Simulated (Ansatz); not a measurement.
# Phonon transport in MgO (Periclase, Fm-3m), part 2 of 2

How well does the lattice of MgO (Periclase) conduct heat?

Measurements to reproduce:
- thermal conductivity 60 W/m/K near room temperature (given in “Combining the AFLOW GIBBS and Elastic Libraries to efficiently and robustly screen thermo-mechanical properties of solids”, 2017, arXiv:1611.05714)
- thermal conductivity 60 W/m/K near room temperature (given in “Predicting the lattice thermal conductivity of solids by solving the Boltzmann transport equation: AFLOW - AAPL an automated, accurate and efficient framework”, 2017, arXiv:1611.05481)

Ansatz 0.2.0; DFT LDA, scalar-relativistic, plane waves, PAW; PAW set soft_1.

So far. Step 2 (A first coarse run): The start is under -6.4 GPa at this level and looks like an insulator or semiconductor on this mesh. Step 4 (Relaxing to small residual forces and stress): The residual pressure is -0.0095 GPa, small enough for phonons. The relaxed cell has a = 4.161 Å (conventional setting).

The database entry behind the starting cell differs from later determinations by our own check (about 0.1 % long), so it need not match the best structure at ambient conditions.

## Step 5: Third-order constants and the Boltzmann equation

The supercell must be wider than twice the pair cutoff, and the number of displaced cells grows with the pairs inside it, which is where the cost lies.

Input file input.yaml:

```yaml
crystal:
  lattice:
    - [0.0, 2.0803230081, 2.0803230081]
    - [2.0803230081, 0.0, 2.0803230081]
    - [2.0803230081, 2.0803230081, 0.0]
  atoms:
    - { symbol: Mg, position: [0.0, 0.0, 0.0] }
    - { symbol: O, position: [0.5, 0.5, 0.5] }
kpoints:
  mp_grid: { grid: [8, 8, 8] }
hamiltonian:
  xc: lda
  pseudopotentials: { kind: paw, azcp: { folder: soft_1 }, xc_functional: pbe }
scf:
  occupations: { method: fixed }
  lower_state_search: "off"
output:
  eigenvalues: true
phonons:
  method: fd
  dielectric: true
  supercell: [4, 4, 4]
  temperatures: { t_max: 1000, t_step: 50 }
  qpath:
    path:
      - [[0.0, 0.0, 0.0], [0.5, 0.0, 0.5], [0.5, 0.25, 0.75], [0.375, 0.375, 0.75], [0.0, 0.0, 0.0], [0.5, 0.5, 0.5], [0.625, 0.25, 0.625], [0.5, 0.25, 0.75], [0.5, 0.5, 0.5], [0.375, 0.375, 0.75]]
      - [[0.625, 0.25, 0.625], [0.5, 0.0, 0.5]]
    npoints: 10
  third_order: { supercell: [4, 4, 4], pair_cutoff: 5.246 }
  lattice_thermal_conductivity:
    qmesh: [25, 25, 25]
    temperatures: [100.0, 150.0, 200.0, 300.0, 400.0, 500.0, 600.0, 800.0]
    isotope_mass_variance:
      - { species: Mg, variance: 0.0007399 }
      - { species: O, variance: 3.359e-05 }
    solution: relaxation_time
```

The run is started by

```bash
ansatz run input.yaml --threads 18 --pin off --max-ram 92160MiB --backend cuda --events-out ev --progress --plain --runs-dir out --max-vram 78GiB
```

Numbers of over 12 decimals in the logs are rounded to 6 here.

Log:

```text
Warning: phonons.dielectric: true without phonons.rigid_motions: the static dielectric tensor ε⁰ will be withheld (ε∞, Z* and the rows of modes are given); for a crystal or a slab, whose only rigid motions are the translations, set phonons.rigid_motions: translations
Warning: phonons.third_order: as it is cut ahead of every solve, the batch solves 194 displaced supercells where 169 would do. It runs under 768 of the 3072 operations that the crystal's space group holds on the batch's supercell: the batch's rule counts something of the run as laid on the whole of a grid (at basis.xc_grid: 1 a core's charge, or its kinetic-energy density under a functional that reads it; or a nonlocal correlation kernel at every level), which only an operation that permutes or reverses the grid's axes can carry. The force constants lose no accuracy. For the smaller batch, where no nonlocal correlation is read, try basis.xc_grid above 1; [rest of the remark cut]
[...]
Crystal: 128 atoms, lattice volume = 1152.397 Å³
Basis set: ecut = 420 eV, 22419 PW (Γ)
Bands: 640, of which v1, the nominal top of the filled ones, is band 512 counted from 1 (511 counted from 0)
Symmetry: 3072 space group operations
k-points: 3 of 8
[...]
SCF iter   1: F=—  HF=-157443.991020 eV  |F-HF|=—  |Δ(HF+E_count)|=         —  Δρ=6.73e-8  dr2=1.84e-11  ethr=1.00e-12  ⟨swp⟩=3.0  Hψ=4646  notcnv=0
[...]
SCF iter   2: F=-157443.991020 eV  HF=-157443.991020 eV  |F-HF|=0.00e0  |Δ(HF+E_count)|=  1.46e-10  Δρ=3.70e-8  dr2=6.48e-12  ethr=1.00e-12  ⟨swp⟩=2.0  Hψ=3468  notcnv=0
SCF 1 converged in 2 iterations: F = -157443.991020 eV  dr2 = 6.48e-12
[...]
Crystal: 2 atoms, lattice volume = 18.006 Å³
[...]
SCF 2 converged in 3 iterations: F = -2460.062361 eV  dr2 = 2.08e-13
[...]
--- Phonons: 2 displaced members + reference (amplitude 0.0025 Å, Σ member SCF iterations 15) ---
  symmetry images taken by strict's conditions (phonons.symmetry_images: auto; settled by no image being taken that strict refuses); asymmetry of the core-correction force 1.2e-15 eV/Å at the most on a site, 6.4e-14 eV/Å summed over every site of the supercell
  ASR residual: 2.493e-4 → 0.000e0 eV/Å²; symmetrization residual: 4.976e-5 eV/Å²
  largest component of a force at the reference: 3.9e-27 eV/Å
  ASR residual per site (eV/Å²): 2.49e-4 4.55e-5
  Γ frequencies (cm⁻¹): 0.00 0.00 0.00 407.10 407.10 407.10
  Unit cell's response to a homogeneous field, on a k mesh of 8×8×8: 1 representative field direction (Σ response iterations 6)
  ε∞ (high-frequency dielectric tensor):
        3.181286    -0.000000     0.000000
        0.000000     3.181286    -0.000000
        0.000000     0.000000     3.181286
  ε⁰ (static dielectric tensor): not given — the deck does not say what the cell's rigid motions are, and on a molecule in a box or a wire the rigid rotations would enter the sum over the modes at Γ. For a crystal or a slab, whose only rigid motions are the translations, set phonons.rigid_motions: translations.
  Born effective charges Z* (e; rows j = field, columns β = displacement):
    site 0:
         1.96810    0.00000   -0.00000
         0.00000    1.96810   -0.00000
         0.00000   -0.00000    1.96810
    site 1:
        -1.96810   -0.00000    0.00000
        -0.00000   -1.96810    0.00000
         0.00000    0.00000   -1.96810
  Z* charge neutrality: 1.240e-5 e pre-enforcement
  k-mesh period / interband length: 23.5 Å / 1.31 Å = 17.92 at k = (0.0000, 0.0000, 0.0000), direct gap 5.029 eV — 14 or more, which is no proof of convergence
  optical modes at Γ without the LO–TO term, one row a degenerate level:
      ω (cm⁻¹)  modes    IR ((D/Å)²/amu)
        407.10      3            27.7867
  optical modes at Γ + LO–TO along q̂ = [1.0000, 0.0000, 0.0000]:
      ω (cm⁻¹)  modes    IR ((D/Å)²/amu)
        407.10      2            18.5245
        714.56      1             9.2622
  optical modes at Γ + LO–TO along q̂ = [0.0000, 1.0000, 0.0000]:
      ω (cm⁻¹)  modes    IR ((D/Å)²/amu)
        407.10      2            18.5245
        714.56      1             9.2622
  optical modes at Γ + LO–TO along q̂ = [0.0000, 0.0000, 1.0000]:
      ω (cm⁻¹)  modes    IR ((D/Å)²/amu)
        407.10      2            18.5245
        714.56      1             9.2622
  density of states and harmonic sums: on the 28×28×28 q-mesh, interpolated from the force constants of a 4×4×4 supercell (with the dipole–dipole term)
  largest difference from the sums on the solved wave vectors: F 7.67e-3 eV, S 1.18e-5 and C_V 3.95e-6 eV/K
  zero-point energy: 0.149848 eV/cell   skipped modes (ω ≤ 0): 3   left out of the sums: 2.28e-5 of the cell's modes: C_V's classical limit lies that fraction below 3 k_B per atom; for a crystal, a wire or a layer, F and S can be off by more, and a phonons.interpolated_qmesh denser along its periods is the remedy for the sampling
--- Third-order force constants: 194 member SCFs in a 4×4×4 supercell (pair cutoff 5.246 Å, amplitude 0.03 Å, SCF threshold 1.00e-9 eV, Σ member SCF iterations 1549) ---
[...]
sum-rule residual: 1.042e-1 → 5.820e-15 eV/Å³; symmetrization residual: 2.243e-2 eV/Å³; largest sum-rule correction relative to its orbit: 2.401e-1, on the orbit of the block of home site 0 with site 1 of cell (-2, -1, 0) and site 1 of cell (-2, -1, 0), whose norm before the correction was 3.807e-1 eV/Å³
--- Lattice thermal conductivity: 25×25×25 mesh (455 irreducible points), tetrahedron method ---
  three-phonon and isotope scattering only; four-phonon, boundary and, in a metal, phonon-electron scattering are left out
  each conductivity is what the modes' populations carry and what the coherences between them add
  conductivity (a third of the tensor's trace), W/(m K), in the relaxation-time approximation:
       T (K)   relaxation time
      100.00          286.9182
      150.00          133.1834
      200.00           93.0044
      300.00           62.6615
      400.00           48.4436
      500.00           39.7250
      600.00           33.7468
      800.00           26.0288
```

Wall time 4.1 min (1 × NVIDIA GB200 with 18 threads of Arm Neoverse V2, shared host); peak memory 2.9 GiB.

This step gave:

- Γ frequencies: 0, 0, 0, 407.1, 407.1, 407.1 cm⁻¹ (negative: imaginary)
- lowest frequency on the path: 0 cm⁻¹
- zero-point energy: 0.1498 eV/cell
- point group: m-3m
- highest frequency: 714.6 cm⁻¹
- Debye temperature from the second moment: 778 K
- κ at 300 K (relaxation time): 62.66 W/m/K
- dipole term: run
- mean free path at half of κ: 36.9 nm
- share of κ above the three lowest branches: 0.13
- third-order blocks: 6326
- periodic aliases dropped: 2304
- largest relative sum-rule correction: 0.2401
- displaced cells, third order: 194

LO-TO term included. Phonon branches along the path, in cm⁻¹:

```csv
point,branch 1,branch 2,branch 3,branch 4,branch 5,branch 6
Γ,0,0,0,407,407,715
halfway,218,218,334,431,431,624
X,292,292,431,456,456,553
halfway,322,324,419,454,470,540
W,352,381,381,448,506,506
halfway,321,384,399,436,496,522
K,299,390,406,425,497,528
halfway,220,258,357,381,441,644
Γ,0,0,0,407,407,715
halfway,187,187,329,397,397,680
L,283,283,369,369,551,574
halfway,292,327,390,437,498,556
U,299,390,406,425,497,528
halfway,321,384,399,436,496,522
W,352,381,381,448,506,506
halfway,300,334,400,448,484,551
L,283,283,369,369,551,574
halfway,292,327,390,437,498,556
K,299,390,406,425,497,528
jump to U,299,390,406,425,497,528
halfway,294,324,425,448,469,546
X,292,292,431,456,456,553
```

The phonon branches as a text plot (rows in cm⁻¹):

```
    700 |**                    *******
    670 |  *                  *       *
    640 |   *                *         *
    610 |    **             *           **
    581 |      *           *              **           ***
    551 |       ****                      * **       ******** ***
    521 |           *******              * *  **** ** *   *  *
    491 |            *****              *   **********     ****
    462 |       *******    **                *    *  *      *  **
    432 |  *********   ***** ***       *    * **** **     ** ****
    402 |**    *    ** **** *  ********    ******* * ***   ****
    372 |     *      ***  *****        ***** ** ***** ***** * *
    342 |    *      ***    * *        *          *** *
    313 |          *   **** * *            ** ***   ***   ** * *
    283 |   *   ***        *         *   *****        ******* ***
    253 |     **            **         **
    223 |  * *               ***
    194 |   *                 *     * *
    164 |                      **    *
    134 | **                   *    *
    104 | *                     *
     74 |*                       * *
     45 |*                       * *
     15 |                         *
         Γ       X    W  K        Γ      L     U  W     L   K|U X
```

Lattice thermal conductivity, RTA xx against temperature:

```csv
temperature (K),"lattice thermal conductivity, RTA xx (W/m/K)"
100,287
150,133
200,93
300,62.7
400,48.4
500,39.7
600,33.8
800,26.0
```

The modes has structure finer than the step of the table below, so its rows give means over 25 cm⁻¹, whole bins alone (the curve runs from -10 to 745 cm⁻¹). Peaks (cm⁻¹: height): Mg 293.8: 0.0214, 421.9: 0.0172; O 417.2: 0.0190, 550.1: 0.0107.

Phonopy on the run's constants, 21x21x21 mesh, Gaussian sigma 5.4 cm⁻¹. The modes by wavenumber; means over each step; values in 1/cm⁻¹/cell:

```csv
wavenumber (cm⁻¹),Mg,O
25,1.7e-5,1.0e-5
50,8.4e-5,5.6e-5
75,2.4e-4,1.5e-4
100,4.0e-4,2.5e-4
125,6.7e-4,3.9e-4
150,0.00108,5.9e-4
175,0.00176,8.9e-4
200,0.00260,0.00114
225,0.00406,0.00148
250,0.00663,0.00182
275,0.0134,0.00217
300,0.0192,0.00216
325,0.0109,0.00121
350,0.00772,0.00100
375,0.00621,0.00893
400,0.00860,0.0178
425,0.0154,0.0182
450,0.00757,0.0148
475,0.00320,0.00958
500,0.00187,0.00487
525,9.7e-4,0.00578
550,7.3e-4,0.00987
575,0.00122,0.00617
600,0.00144,0.00367
625,0.00137,0.00266
650,0.00121,0.00204
675,9.4e-4,0.00148
700,5.3e-4,8.0e-4
725,3.6e-5,5.7e-5
```

Distinct triplets, nearest first. Third order norms, by row:

```csv
sites,side 1 (Å),side 2 (Å),side 3 (Å),norm of the 27 components (eV/Å³)
Mg-Mg-Mg,0,0,0,0
O-O-O,0,0,0,0
Mg-O-O,0,2.08,2.08,23.05
Mg-O-Mg,0,2.08,2.08,23.01
Mg-O-O,2.08,2.08,2.94,0.361
Mg-O-Mg,2.08,2.08,2.94,0.658
Mg-Mg-Mg,0,2.94,2.94,4.143
Mg-Mg-Mg,2.94,2.94,2.94,0.096
O-O-O,0,2.94,2.94,3.181
O-O-O,2.94,2.94,2.94,0.276
Mg-O-O,2.08,2.94,3.6,0.251
Mg-O-Mg,2.08,2.94,3.6,0.115
Mg-O-O,0,3.6,3.6,0.814
Mg-O-Mg,0,3.6,3.6,0.653
Mg-O-Mg,2.08,2.08,4.16,0.242
Mg-O-O,2.08,2.08,4.16,0.115
Mg-Mg-Mg,2.94,2.94,4.16,0.06
O-O-O,2.94,2.94,4.16,0.084
Mg-O-O,3.6,3.6,4.16,0.037
Mg-O-Mg,3.6,3.6,4.16,0.071
Mg-Mg-Mg,0,4.16,4.16,0.401
O-O-O,0,4.16,4.16,0.346
Mg-O-O,2.08,2.94,4.65,0.233
Mg-O-Mg,2.08,2.94,4.65,0.085
Mg-O-O,2.94,3.6,4.65,0.081
Mg-O-Mg,2.94,3.6,4.65,0.061
Mg-O-Mg,2.08,4.16,4.65,0.08
Mg-O-O,2.08,4.16,4.65,0.048
Mg-O-O,0,4.65,4.65,0.378
Mg-O-O,2.94,4.65,4.65,0.074
```

Born charge (rows field, columns displacement) (e), principal values of the symmetric part by kind of site:

```csv
atom,atoms with these values,low,middle,high,mean
Mg1,1,1.97,1.97,1.97,1.97
O2,1,-1.97,-1.97,-1.97,-1.97
```

In full for O2:

```
-1.97  0.00  0.00
 0.00 -1.97  0.00
 0.00  0.00 -1.97
```

RTA, 300 K. Kappa by branch, by row:

```csv
branch (by rank),mean frequency (THz),mean rms speed (km/s),median lifetime (ps),share of kappa
1,8.01,2.66,3.26,0.159
2,8.88,3.72,4.32,0.407
3,11.48,2.91,3.4,0.304
4,12.71,2.23,3.02,0.053
5,13.83,2.49,2.87,0.062
6,17.56,2.77,0.774,0.014
```

Table of spectral kappa at 300 K, relaxation time (W/m/K/THz) by frequency; read off at these points:

frequency (THz), spectral kappa at 300 K, relaxation time (W/m/K/THz) and a bar:
```
     0.25        0.0 
     0.75        0.8 ##
     1.75       13.5 ##############################
     2.25        1.7 ####
     2.75        4.9 ###########
     3.25        3.2 #######
     3.75        2.7 ######
     4.75        3.2 #######
     5.25        4.3 ##########
     6.25        4.0 #########
     6.75        6.9 ###############
     7.25        5.7 #############
     8.25        5.5 ############
     8.75        5.2 ############
     9.75        6.1 ##############
    10.25        5.6 ############
    11.25        3.9 #########
    11.75        3.5 ########
    12.75        3.1 #######
    13.25        2.6 ######
    14.25        1.7 ####
    14.75        1.2 ###
    15.25        0.5 #
    16.25        0.3 #
    16.75        0.3 #
    17.75        0.3 #
    18.25        0.2 
    19.25        0.1 
    19.75        0.0 
    20.75        0.0 
    21.25        0.0
```

Relaxation-time solution. Table of share of κ carried by shorter paths by mean free path:

```csv
mean free path (nm),100 K,300 K,800 K
0.464,0,0,0.001
0.681,0,0,0.003
1,0,0,0.011
1.47,0,0.001,0.028
2.15,0,0.005,0.058
3.16,0,0.014,0.136
4.64,0,0.027,0.246
6.81,0,0.064,0.359
10,0.001,0.15,0.483
14.7,0.002,0.263,0.589
21.5,0.006,0.37,0.678
31.6,0.014,0.467,0.761
46.4,0.029,0.556,0.843
68.1,0.043,0.649,0.86
100,0.065,0.731,0.873
147,0.1,0.788,0.896
215,0.137,0.81,0.905
316,0.179,0.829,0.905
464,0.236,0.86,0.926
681,0.301,0.868,0.926
1000,0.37,0.872,1
1470,0.426,0.882,1
2150,0.49,0.901,1
3160,0.533,1,1
4640,0.609,1,1
6810,0.668,1,1
10000,0.696,1,1
14700,0.717,1,1
21500,0.816,1,1
31600,0.845,1,1
46400,1,1,1
```

300 K; a sample spread over frequency. Mode lifetimes, by row, the first 40 of 90 rows:

```csv
q1,q2,q3,branch,frequency (THz),rms speed (km/s),three-phonon rate (1/ps),isotope rate (1/ps),lifetime (ps),mean free path (nm)
0,0,0.04,1,0.992,6.01,0.0232,1.11e-6,43,259
0,0.08,-0.08,2,3.485,6.27,0.0329,3.49e-4,30.1,189
0,0.08,0.2,1,4.571,5.53,0.441,0.00127,2.26,12.5
0,0.04,0.24,1,5.26,4.85,0.578,0.00259,1.72,8.35
0,0.04,-0.24,2,5.84,4.59,0.335,0.00447,2.95,13.5
0.08,0.2,0.32,1,6.287,4.36,0.38,0.00714,2.58,11.3
0.04,0.12,0.32,2,6.643,4.94,0.29,0.00983,3.33,16.5
0,0.16,-0.24,1,7.016,4.09,0.488,0.0152,1.99,8.12
0.04,0.12,0.36,2,7.271,4.59,0.341,0.0186,2.78,12.7
0.12,0.28,0.4,1,7.504,3.71,0.305,0.024,3.04,11.3
0.04,0.12,-0.28,2,7.699,4.31,0.224,0.0287,3.96,17.1
0,0.28,0.36,2,7.918,3.51,0.14,0.0361,5.69,20
0.04,0.12,0.24,3,8.078,7.97,0.183,0.0335,4.62,36.8
0.04,0.12,-0.36,1,8.213,2.4,0.294,0.0597,2.83,6.78
0,0.4,0.4,1,8.377,1.51,0.126,0.0665,5.19,7.83
0.04,0.12,-0.4,1,8.497,1.44,0.266,0.106,2.69,3.86
0,0.36,0.48,1,8.577,1.22,0.167,0.0973,3.79,4.63
0.04,0.16,-0.44,1,8.663,0.87,0.238,0.122,2.78,2.42
0,0.48,0.48,2,8.732,0.31,0.119,0.111,4.35,1.37
0,0.2,-0.4,1,8.808,0.68,0.258,0.146,2.48,1.68
0,0.28,-0.32,1,8.905,1.05,0.275,0.148,2.36,2.48
0.04,0.28,-0.36,1,8.991,0.84,0.243,0.148,2.56,2.15
0,0.12,-0.48,2,9.077,2.34,0.274,0.128,2.49,5.83
0.08,0.16,-0.44,2,9.21,2.42,0.254,0.106,2.78,6.73
0.08,0.4,-0.48,2,9.34,3.67,0.118,0.0834,4.97,18.3
0.12,0.44,-0.44,2,9.531,2.88,0.122,0.0769,5.02,14.4
0.04,0.16,-0.16,3,9.649,6.75,0.142,0.0517,5.18,34.9
0.08,0.24,-0.32,2,9.848,3.4,0.201,0.0739,3.64,12.4
0.12,0.44,-0.4,2,10.07,4.07,0.108,0.0673,5.71,23.2
0.04,0.2,0.32,3,10.34,6.02,0.217,0.0481,3.77,22.7
0.12,0.32,-0.28,2,10.57,3.14,0.174,0.0625,4.23,13.3
0.2,0.4,-0.36,2,10.84,2.7,0.156,0.0617,4.59,12.4
0,0.04,-0.44,3,11.11,0.41,0.246,0.00287,4.02,1.66
0.04,0.24,0.36,3,11.26,4.84,0.283,0.0494,3,14.5
0,0.04,0.44,4,11.36,1.48,0.267,0.0138,3.56,5.28
0.04,0.2,-0.36,3,11.45,1.48,0.279,0.00797,3.49,5.15
0,0.04,0.36,3,11.53,0.89,0.277,0.0181,3.39,3
0,0.24,0.36,3,11.64,4.25,0.324,0.0455,2.71,11.5
0.04,0.16,-0.12,4,11.72,1.36,0.267,0.0251,3.42,4.64
0,0,0.28,5,11.81,1.59,0.311,0.0266,2.96,4.7
```

Without the LO-TO term. Gamma linewidths, by row:

```csv
branch,frequency (cm⁻¹),three-phonon rate (1/ps),isotope rate (1/ps),FWHM (cm⁻¹)
4,407.1,0.323,0.0596,2.03
5,407.1,0.323,0.0596,2.03
6,407.1,0.323,0.0596,2.03
```

W/m/K, third of the trace; RTA populations with a boundary rate v/L added to each mode (Matthiessen's rule). Kappa by grain size, by row:

```csv
T (K),bulk,10 nm,30 nm,100 nm,300 nm,1000 nm,10000 nm,100000 nm
100,286.9,6.671,16.1,36.24,65.57,108,198.1,265.2
300,62.46,16,27.21,39.3,47.7,53.98,60.67,62.25
600,33.42,13.51,19.96,25.54,28.83,31.12,33.06,33.38
```

W/m/K, third of the trace; RTA populations with the isotope rates scaled. Kappa by mass disorder, by row:

```csv
T (K),no isotopes,as typed,variance x 3,variance x 10,variance x 30
100,384.7,286.9,236.7,171.2,108.4
300,75.23,62.46,51.32,38.09,27.78
600,37.07,33.42,29.04,22.36,16.4
```

At 300 K the relaxation-time value is 62.7 W/(m K).

## Step 6: Outcome

| Item | Value |
| --- | --- |
| highest frequency | 714.6 cm⁻¹ |
| Debye temperature from the second moment | 778 K |
| κ at 300 K (relaxation time) | 62.66 W/m/K |
| mean free path at half of κ | 36.9 nm |
| share of κ above the three lowest branches | 0.13 |

**Reading.** The lattice of MgO (Periclase) conducts 62.7 W/(m K) at 300 K by LDA (mean over directions, relaxation-time solution). Above 300 K the relaxation-time κ falls as T^-0.89, near the 1/T law of three-phonon scattering. Grains of 100 nm would keep 63 % of the bulk value at 300 K, and grains of 1 µm 86 %. Removing the natural isotope disorder raises κ at 300 K by 20 %. A measured thermal conductivity near room temperature is 60 W/m/K (arXiv:1611.05714); the calculated 62.7 W/m/K differs by +4 %. Part of this agreement may be a cancellation, since four-phonon scattering and the shift of frequencies with temperature are both left out, and a relaxation-time value usually lies below the full solution. The last run computed the relaxation-time solution alone; it counts normal processes as resistive, so the full solution usually lies higher, most of all in good conductors. The sum rules changed one orbit of cubic constants by up to 24 %; by the manual a large change points to a short cutoff or, on a small and distant orbit, to noisy forces. The conductivities include the coherence part between close branches; the shares for grains, isotopes, branches and paths are of the relaxation-time populations alone. Cubic couplings among atoms farther apart than the pair cutoff are dropped, and neither the cutoff nor the q-mesh was shown to be converged here. The PAW files were made for PBE and are used here under another functional, for which the program regenerates the frozen cores.

[Logs are printed without paths, hosts, clocks, repeated set-up lines and the standing remarks that a program may print on its own settings, such as how far it seeks lower states.]

[Hosts, paths, dates, database ids (printed as entryN), source tags and the programs' standing remarks are cut or masked in the printed files.]

[A step with changed settings may run another functional than the one named; its input shows which.]
